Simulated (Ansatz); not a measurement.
# How C absorbs and reflects light

What colour and refractive index does C have at this level of theory?

Calculated with Ansatz 0.2.0; DFT, PBE, plane-wave PAW, default files, scalar-relativistic, independent-particle optical response without local fields.

## Step 1: The system as given

The structure is cubic, space group Fd-3m (No. 227). The conventional cell has a = 3.567 Å, b = 3.567 Å, c = 3.567 Å, α = 90.00°, β = 90.00°, γ = 90.00°. Nearest to C lie 4 C at 1.54 Å.

## Step 2: Ground state and bands

The self-consistent density comes first; it also tells whether there is a gap, which decides the occupations and the need for a Drude term.

This step: DFT, PBE, plane-wave PAW, default files, scalar-relativistic, ground state (Ansatz 0.2.0).

Input file input.yaml:

```yaml
crystal:
  lattice:
    - [0.0, 1.78337, 1.78337]
    - [1.78337, 0.0, 1.78337]
    - [1.78337, 1.78337, 0.0]
  atoms:
    - { symbol: C, position: [0.75, 0.75, 0.75] }
    - { symbol: C, position: [0.5, 0.5, 0.5] }
kpoints:
  mp_grid: { grid: [11, 11, 11] }
  band_path:
    path:
      - [[0.0, 0.0, 0.0], [0.5, 0.0, 0.5], [0.5, 0.25, 0.75], [0.375, 0.375, 0.75], [0.0, 0.0, 0.0], [0.5, 0.5, 0.5], [0.625, 0.25, 0.625], [0.5, 0.25, 0.75], [0.5, 0.5, 0.5], [0.375, 0.375, 0.75]]
      - [[0.625, 0.25, 0.625], [0.5, 0.0, 0.5]]
    npoints: 6
scf:
  occupations: { method: fermi_dirac, width: 0.05 }
  n_extra_bands: 6
hamiltonian:
  xc: pbe
  pseudopotentials: { kind: paw }
output:
  forces: true
  stress: true
  populations: true
  write_bands: true
  write_density: true
  write_potential: true
  elf: true
  volumetric_format: npy
```

On the command line:

```console
$ ansatz run input.yaml --threads 4 --pin off --max-ram 8192MiB --backend cpu --events-out ev --progress --plain --runs-dir out
```

Output:

```text
scf.n_extra_bands = 6 over 4 filled bands (N_el = 8.0): the run solves 10 bands
Engine: ansatz 0.2.0, aarch64-unknown-linux-gnu
Pseudopotentials: kind: paw
Pseudopotential: C, paw, valence charge 4, recommended cutoff 420 eV (normal), C.paw.azcp
Functional definition: PBE
  parameter kappa = 0.804
  parameter beta = 0.066725
  exchange = pbe_x(kappa = kappa, mu = beta*pi^2/3)
  correlation = pbe_c(beta = beta)
Crystal: 2 atoms, lattice volume = 11.344 Å³
Basis set: ecut = 420 eV, 229 PW (Γ), exchange–correlation on 36×36×36 points (8 copies of the dense FFT grid, shifted against one another)
Bands: 10, of which v1, the nominal top of the filled ones, is band 4 counted from 1 (3 counted from 0)
Symmetry: 48 space group operations
Space group: Fd-3m (ITA 227), of the structure as read, at distance tolerance 2.2e-5 Å
k-points: 56 of 1331
Non-local potential: C, projectors of the file, l = 0: 2, l = 1: 2, l = 2: 1
PAW form: soft (Blöchl's): semilocal exchange-correlation on the pseudo side does not see the compensation charge
PAW one-centre angular grid: C, 110 points (default); XC on 64 Gauss nodes
Initial density: superposition of atomic densities (neutral atoms: chi_scale 0, normalization atom), corrected by the library's trained network
Initial wavefunctions: pseudopotential atomic-orbital guess
Functional: x = pbe(κ = 0.804, μ = 0.219515), c = pbe(β = 0.066725)
SCF iter   1: F=—  HF=-501.615361 eV  |F-HF|=—  |Δ(HF+E_count)|=         —  Δρ=1.73e-3  dr2=8.24e-5  ethr=1.77e-3  ⟨swp⟩=4.8  Hψ=3235  notcnv=0  defer=2
preconditioner: auto → none  [insulator: Δε(μ)=4.144 eV  Ē_g=23.214 eV  σ=0.050 eV  W_gap=1.00  n_scr=0 (ndim 8)  ℏωp=31.2 eV  f_vac=0.000  D(μ)=0.00/eV (n_scr^D=0)  ε∞_Penn≈2.8]
SCF iter   2: F=—  HF=-501.615426 eV  |F-HF|=—  |Δ(HF+E_count)|=   6.52e-5  Δρ=9.31e-4  dr2=2.95e-5  ethr=1.03e-6  ⟨swp⟩=2.1  Hψ=1209  notcnv=0  defer=30
SCF iter   3: F=—  HF=-501.615477 eV  |F-HF|=—  |Δ(HF+E_count)|=   5.11e-5  Δρ=2.23e-4  dr2=3.85e-6  ethr=3.68e-7  ⟨swp⟩=2.0  Hψ=678  notcnv=0  defer=30
SCF iter   4: F=—  HF=-501.615476 eV  |F-HF|=—  |Δ(HF+E_count)|=   1.15e-6  Δρ=8.79e-5  dr2=5.97e-7  ethr=4.81e-8  ⟨swp⟩=1.6  Hψ=546  notcnv=0  defer=30
iter 5 did not close the SCF: its close was put off for the readings that it lacked (scf_convergence_deferred on its scf_iter line)
SCF iter   5: F=-501.615476 eV  HF=-501.615476 eV  |F-HF|=4.39e-10  |Δ(HF+E_count)|=   2.03e-7  Δρ=2.23e-6  dr2=1.77e-10  ethr=7.46e-9  ⟨swp⟩=2.4  Hψ=684  notcnv=0  defer=30
SCF iter   6: F=-501.615476 eV  HF=-501.615476 eV  |F-HF|=8.53e-12  |Δ(HF+E_count)|=  5.46e-10  Δρ=4.68e-7  dr2=2.18e-11  ethr=2.22e-12  ⟨swp⟩=6.4  Hψ=2796  notcnv=0
SCF 1 converged in 6 iterations: F = -501.615476 eV  dr2 = 2.18e-11
  greatest PAW one-centre occupation: 0.644 electrons in one spin orbital (limit 2), on the C atom at site 1 (counted from 0), in its partial waves of l = 0
NSCF: frozen V_eff on 62 k-points
SCF converged after 6 iterations
Free energy (F): -501.615476 eV
Harris-Foulkes:  -501.615476 eV  (|F-HF|=8.53e-12)
Internal energy: -501.615476 eV  (E = F + TS)
E sigma→0 (E₀):  -501.615476 eV
Fermi energy:    15.366689 eV
--- Per-component energies (eV) ---
  E_band       = 34.706679
  E_kinetic    = 184.535915
  E_local      = -122.400120  (includes V_loc(G=0)·N_el)
  E_nonlocal   = 53.316545
  E_hartree    = 26.768518
  E_xc         = -97.431391
  E_vxc        = -120.957094  (∫ρ·V_xc dr)
  E_paw        = -198.443597  (= ΣΔE_a)
  E_vpaw       = -13.325661  (= ΣTr[D̂ρ^β])
  E_aug_tail   = 0.000018  (compensation charges beyond the density's cutoff)
  E_ewald      = -347.961363
  E_smearing   = -0.000000  (= −TS)
  E_closure    = -0.000000  (closes the sum)
  Σ components = -501.615476   (vs F -501.615476, Δ=0.00e0)
--- Forces (eV/Å), atoms counted from 1 ---
  atom   1  C     -0.00000000     0.00000000    -0.00000000
  atom   2  C     -0.00000000     0.00000000     0.00000000
  max |Σ_I F_I| component: 3.70e-17 eV/Å
--- Stress (GPa, compression-positive) ---
        1.772141      -0.000000      -0.000000
       -0.000000       1.772141       0.000000
       -0.000000      -0.000000       1.772141
  P = ⅓ Tr σ = 1.7721 GPa (17.721 kbar)
--- Band table (eV; the first three rows and the last of 56) ---
  k-point 0: bands = ["-8.1626", "13.3165", "13.3165", "13.3165", "18.9104", "18.9104", "18.9104", "26.5945", "32.5704", "39.8360"]
  k-point 1: bands = ["-7.9338", "11.8896", "12.9387", "12.9387", "19.4055", "19.4055", "19.7282", "26.7927", "32.9469", "37.5178"]
  k-point 2: bands = ["-7.2511", "9.0504", "12.1532", "12.1532", "20.4251", "20.4251", "20.8734", "27.3559", "33.6726", "35.9435"]
  k-point 55: bands = ["0.6519", "1.8260", "4.4047", "5.9885", "22.4582", "24.6234", "25.9138", "26.2991", "33.3759", "35.6722"]
--- Löwdin populations: 2 sites ---
  site symbol       q [e]
     0      C      3.9861
     1      C      3.9861
  spilling = 0.003486 (of n_electrons = 8.000000)
```

The job ended after 0.38 s (4 threads of Arm Neoverse V1, shared host; peak memory 0.24 GiB; 1 s of CPU time).

In the SCF lines HF is the Harris–Foulkes energy and dr2 the Hartree energy of the density residual, in eV; the loop may stop once dr2 is under the threshold and the program's other checks hold. Hψ counts applications of the Hamiltonian.

This step gave:

```
free energy                  : -501.6155 eV
Fermi energy                 : 15.37 eV
gap by band count            : 4.136 eV
electrons                    : 8
symmetry operations          : 48
pressure                     : 1.772 GPa
gap on the k-mesh            : 4.136 eV
volume                       : 11.34 Å³
gap on the path              : 4.160 eV
least direct gap on the path : 5.594 eV
```

There is a gap, 4.16 eV on the path, so no carriers' term is needed. The cell is left with a pressure of 1.8 GPa, as it stands unrelaxed at this level.

Electronic bands along the path, in eV, zero at the Fermi level; v1 is the highest filled band, c1 the lowest empty one:

```
    point      v3      v2      v1    c1    c2     c3     c4
        Γ   -2.05   -2.05   -2.05  3.54  3.54   3.54  11.23
  halfway   -6.57   -6.18   -6.18  2.40  8.19   9.53   9.53
        X  -14.82   -8.36   -8.36  2.72  2.72  14.75  14.75
  halfway  -14.48   -9.37   -9.37  4.83  4.83  13.50  13.50
        W  -14.03  -10.38  -10.38  8.57  8.57  10.25  10.25
  halfway  -13.72  -11.12   -8.64  5.42  8.78  11.38  12.29
        K  -13.79  -11.37   -7.42  3.63  8.69  12.31  13.56
  halfway   -8.56   -7.62   -3.80  6.10  6.59   8.00  11.58
        Γ   -2.05   -2.05   -2.05  3.54  3.54   3.54  11.23
  halfway   -8.64   -3.80   -3.80  5.74  5.74   6.09  12.55
        L  -15.43   -4.86   -4.86  6.42  6.42   6.78  13.63
  halfway  -14.66   -7.92   -5.99  5.12  8.80   9.67  12.89
        U  -13.79  -11.37   -7.42  3.63  8.69  12.31  13.56
  halfway  -13.72  -11.12   -8.64  5.42  8.78  11.38  12.29
        W  -14.03  -10.38  -10.38  8.57  8.57  10.25  10.25
  halfway  -14.42   -8.37   -6.74  6.25  7.39  10.99  12.80
        L  -15.43   -4.86   -4.86  6.42  6.42   6.78  13.63
  halfway  -14.66   -7.92   -5.99  5.12  8.80   9.67  12.89
        K  -13.79  -11.37   -7.42  3.63  8.69  12.31  13.56
jump to U  -13.79  -11.37   -7.42  3.63  8.69  12.31  13.56
  halfway  -14.56   -9.62   -8.12  2.95  4.62  14.06  14.39
        X  -14.82   -8.36   -8.36  2.72  2.72  14.75  14.75
```

The electronic bands as a text plot (rows in eV, shown from -10.1 to 8.1 only):

```
    7.7 |            ++    ++++            +       +++    +
    7.0 |  ++                           +++         + ++++    +
    6.2 |           +      +++++      +++++      +   +++++
    5.5 |     ++       +            +++    ++             ++
    4.7 | +               +    +++  ++       +  +           +  +
    3.9 |       +  +    ++      ++ +          ++             +
    3.2 |++++     +               +                           +++
    2.4 |    +++++                                              +
    1.7 |
    0.9 |
    0.2 |
   -0.6 |
   -1.3 |
   -2.1 |*                      ****
   -2.9 | *                    ***  **
   -3.6 |                    ** ** *  *
   -4.4 |  **                          **
   -5.1 |                  **  *         ***           ****
   -5.9 |    *                 *    **      *         *    *
   -6.6 |    *            *                * *       **   * *
   -7.4 |     **        **   **               **             **
   -8.2 |       ***                         *   *   **     *   **
   -8.9 |     **   *   *     **       *            *
   -9.7 |           * *    **                *   *  *       *  *
         Γ       X    W  K        Γ      L     U  W     L   K|U X
```

Electrostatic potential energy in the ac plane of a cell with a along [110], b along [-110] and c along [001] of the cube at fractional y = 0.000, with atoms of C within 0.2 Å of it. With pseudopotentials it is smooth inside the atoms' cores, unlike the true potential.

Values in eV, 9 rows by 14 columns, each cell a mean:
```
-49 -19   8  13  12  -2 -39 -49 -19   8  13  12  -2 -39
 -4   6  12  14  14  10   0  -4   6  12  14  14  10   0
 12  13  14  14  14  14  13  12  13  14  14  14  14  13
 14  14  14  13  14  14  14  14  14  14  13  14  14  14
 14  13  10   6   8  12  14  14  13  10   6   8  12  14
 13   9 -11 -34 -24   3  12  13   9 -11 -34 -24   3  12
  9   4 -31 -61 -50  -8   9   9   4 -31 -61 -50  -8   9
-21  -6 -14 -38 -27  -4 -15 -21  -6 -14 -38 -27  -4 -15
-59 -27   3   3   4  -8 -49 -59 -27   3   3   4  -8 -49
```

ELF in the ac plane of a cell with a along [110], b along [-110] and c along [001] of the cube at fractional y = 0.000, with atoms of C within 0.2 Å of it. It is the smooth field of the valence electrons, not physical close to the nuclei.

Ten even steps from '0' (0.03) to '9' (0.90), each cell a mean:
```
35423533542353
64100356410035
21000022100002
00011000001100
01354200135420
13544421354442
57513765751376
69857986985798
27867842786784
```

## Step 3: Spectrum

The spectrum is a sum over vertical transitions between filled and empty bands at the fixed density, so many empty bands are needed.

This step: DFT, PBE, plane-wave PAW, default files, scalar-relativistic, independent-particle optical response without local fields (Ansatz 0.2.0).

input.yaml, the sections that differ from step 2:

```yaml
kpoints:
  mp_grid: { grid: [11, 11, 11] }
scf:
  occupations: { method: fixed }
output:
  optics:
    e_range: [0, 22]
    de: 0.05
    sigma: 0.2
    nscf_kmesh: { grid: [18, 18, 18] }
    bands: { spectra_wanted_up_to: 22 }
# crystal, hamiltonian: as in step 2
```

Output:

```text
[...]
Crystal: 2 atoms, lattice volume = 11.344 Å³
Basis set: ecut = 420 eV, 229 PW (Γ)
Bands: 8, of which v1, the nominal top of the filled ones, is band 4 counted from 1 (3 counted from 0)
Symmetry: 48 space group operations
[...]
k-points: 56 of 1331
[...]
SCF iter   1: F=—  HF=-501.615339 eV  |F-HF|=—  |Δ(HF+E_count)|=         —  Δρ=1.77e-3  dr2=9.64e-5  ethr=1.77e-3  ⟨swp⟩=3.9  Hψ=2647  notcnv=0  defer=88
[...]
SCF iter   7: F=-501.615474 eV  HF=-501.615474 eV  |F-HF|=1.71e-13  |Δ(HF+E_count)|=  1.59e-12  Δρ=6.40e-8  dr2=3.01e-13  ethr=1.00e-12  ⟨swp⟩=3.1  Hψ=1580  notcnv=0
SCF 1 converged in 7 iterations: F = -501.615474 eV  dr2 = 3.01e-13
[...]
NSCF: frozen V_eff on 195 k-points
[...]
output.optics: what the bands over the 13 summed would add to eps1, eps2 and the energy-loss function is held between a lower and an upper bound (5 Lanczos steps). eps1, eps2 and their loss function (loss_summed_bands) are given on every row as the summed bands alone make them. Along an axis, on a row where the two bounds hold the loss function to about 1 % of the greater of itself and 0.5 % of |1/eps|, its cell (loss_completed) is given, with the completed eps1 and eps2 that it is formed of (a cell that is left empty reads nan in the table and null in the record). The two bounds hold it so along every axis on all 441 rows up to 22.000 eV. [rest of the remark cut]
SCF converged after 7 iterations
Free energy (F): -501.615474 eV
[...]
Internal energy: -501.615474 eV  (E = F + TS)
E sigma→0 (E₀):  -501.615474 eV
Fermi energy:    13.316472 eV
[...]
--- Band table (eV; the first three rows and the last of 56) ---
[...]
```

Wall time 2.7 s (4 threads); peak memory 0.44 GiB; 9.1 s of CPU time.

This step gave:

- electronic dielectric constant ε∞, mean of the axes: 5.958
- absorption onset, first axis (α over 10⁴ cm⁻¹, or the direct gap if that lies higher): 5.594 eV
- main peak of Im epsilon, first axis: 11.15 eV
- least direct gap on the mesh: 5.594 eV
- bands summed: 13
- spectra valid up to: 26.89 eV
- program's estimate of the k-sum error in Im epsilon: 0.05 %
- electrons in the f-sum: 6.918

Im ε, any direction against photon energy; read off at these points:

photon energy (eV), Im ε, any direction and a bar:
```
     5.00        0.0 
     5.50        0.2 
     6.00        1.9 ##
     6.50        2.6 ###
     7.00        3.1 ###
     7.50        3.5 ####
     8.00        4.0 ####
     8.50        4.5 #####
     9.00        5.2 #####
     9.50        6.2 ######
    10.00        7.6 ########
    10.50       10.3 ###########
    11.00       25.2 ##########################
    11.15       29.1 ##############################
    11.50       18.6 ###################
    12.00       11.9 ############
    12.50        8.9 #########
    13.00        7.2 #######
    13.50        6.2 ######
    14.00        5.6 ######
    14.50        5.1 #####
    15.00        4.3 ####
    15.50        3.9 ####
    16.00        3.3 ###
    16.50        2.8 ###
    17.00        2.4 ###
    17.50        2.1 ##
    18.00        1.8 ##
    18.50        1.5 ##
    19.00        1.3 #
    19.50        1.1 #
    20.00        1.0 #
    20.50        0.9 #
    21.00        0.8 #
    21.50        1.1 #
    22.00        1.2 #
```

Table of Re ε, any direction by photon energy:

```csv
photon energy (eV),"Re ε, any direction"
0,5.96
1,6.00
2,6.15
3,6.42
4,6.89
5,7.79
6,9.38
7,8.95
8,9.08
9,9.73
10,11.4
11,14.2
12,-5.54
13,-4.15
14,-3.24
15,-3.15
16,-2.97
17,-2.55
18,-2.12
19,-1.68
20,-1.22
21,-0.681
22,-0.623
```

The loss function −Im 1/ε at q → 0, any direction has structure finer than the step of the table below, so its rows give means over 1 eV. Peaks (eV: height): 21.3: 1.00.

The loss function −Im 1/ε at q → 0, any direction by energy loss; means over each step:

```csv
energy loss (eV),"loss function −Im 1/ε at q → 0, any direction"
4,0
5,2.2e-4
6,0.0185
7,0.0343
8,0.0405
9,0.0427
10,0.0401
11,0.0346
12,0.0688
13,0.104
14,0.132
15,0.149
16,0.168
17,0.196
18,0.233
19,0.292
20,0.409
21,0.751
```

Table of refractive index n and extinction k by photon energy:

| photon energy (eV) | n | k |
| --- | --- | --- |
| 0 | 2.44 | 0 |
| 1 | 2.45 | 0 |
| 2 | 2.48 | 0 |
| 3 | 2.53 | 0 |
| 4 | 2.62 | 0 |
| 5 | 2.79 | 0 |
| 6 | 3.08 | 0.302 |
| 7 | 3.03 | 0.512 |
| 8 | 3.08 | 0.648 |
| 9 | 3.22 | 0.811 |
| 10 | 3.54 | 1.07 |
| 11 | 4.64 | 2.71 |
| 12 | 1.95 | 3.05 |
| 13 | 1.44 | 2.50 |
| 14 | 1.27 | 2.21 |
| 15 | 1.04 | 2.06 |
| 16 | 0.862 | 1.93 |
| 17 | 0.698 | 1.74 |
| 18 | 0.575 | 1.57 |
| 19 | 0.476 | 1.38 |
| 20 | 0.424 | 1.18 |
| 21 | 0.425 | 0.929 |
| 22 | 0.621 | 1.00 |

The reflectivity at normal incidence, any direction by photon energy; read off at these points:

```csv
photon energy (eV),"reflectivity at normal incidence, any direction (%)"
0.00,17.5
0.50,17.6
1.00,17.7
1.50,17.8
2.00,18.1
2.50,18.4
3.00,18.8
3.50,19.4
4.00,20.1
4.50,21.0
5.00,22.3
5.50,24.9
6.00,26.4
6.50,26.4
7.00,26.6
7.50,27.1
8.00,27.8
8.50,28.9
9.00,30.3
9.50,32.2
10.00,34.9
10.50,39.5
11.00,52.6
11.40,60.1
11.50,59.6
12.00,56.8
12.50,54.7
13.00,52.7
13.50,50.5
14.00,49.2
14.50,50.0
15.00,50.4
15.50,50.8
16.00,52.0
16.50,52.5
17.00,52.8
17.50,53.1
18.00,53.4
18.50,53.5
18.75,53.5
19.00,53.4
19.50,52.1
20.00,50.6
20.50,47.7
21.00,41.2
21.50,22.9
22.00,31.7
```

[end of part 1 of 2]

[Long decimals in the printed logs are rounded to 6 places.]

[Logs are printed without paths, hosts, clocks, repeated set-up lines and the standing remarks that a program may print on its own settings, such as how far it seeks lower states.]

[Hosts, paths, dates, database ids (printed as entryN), source tags and the programs' standing remarks are cut or masked in the printed files.]

[Where the starting crystal was built by hand or by swapping elements, it need not be the compound's stable phase.]

[The count of steps not shown may lack steps that the program refused or didn't finish.]
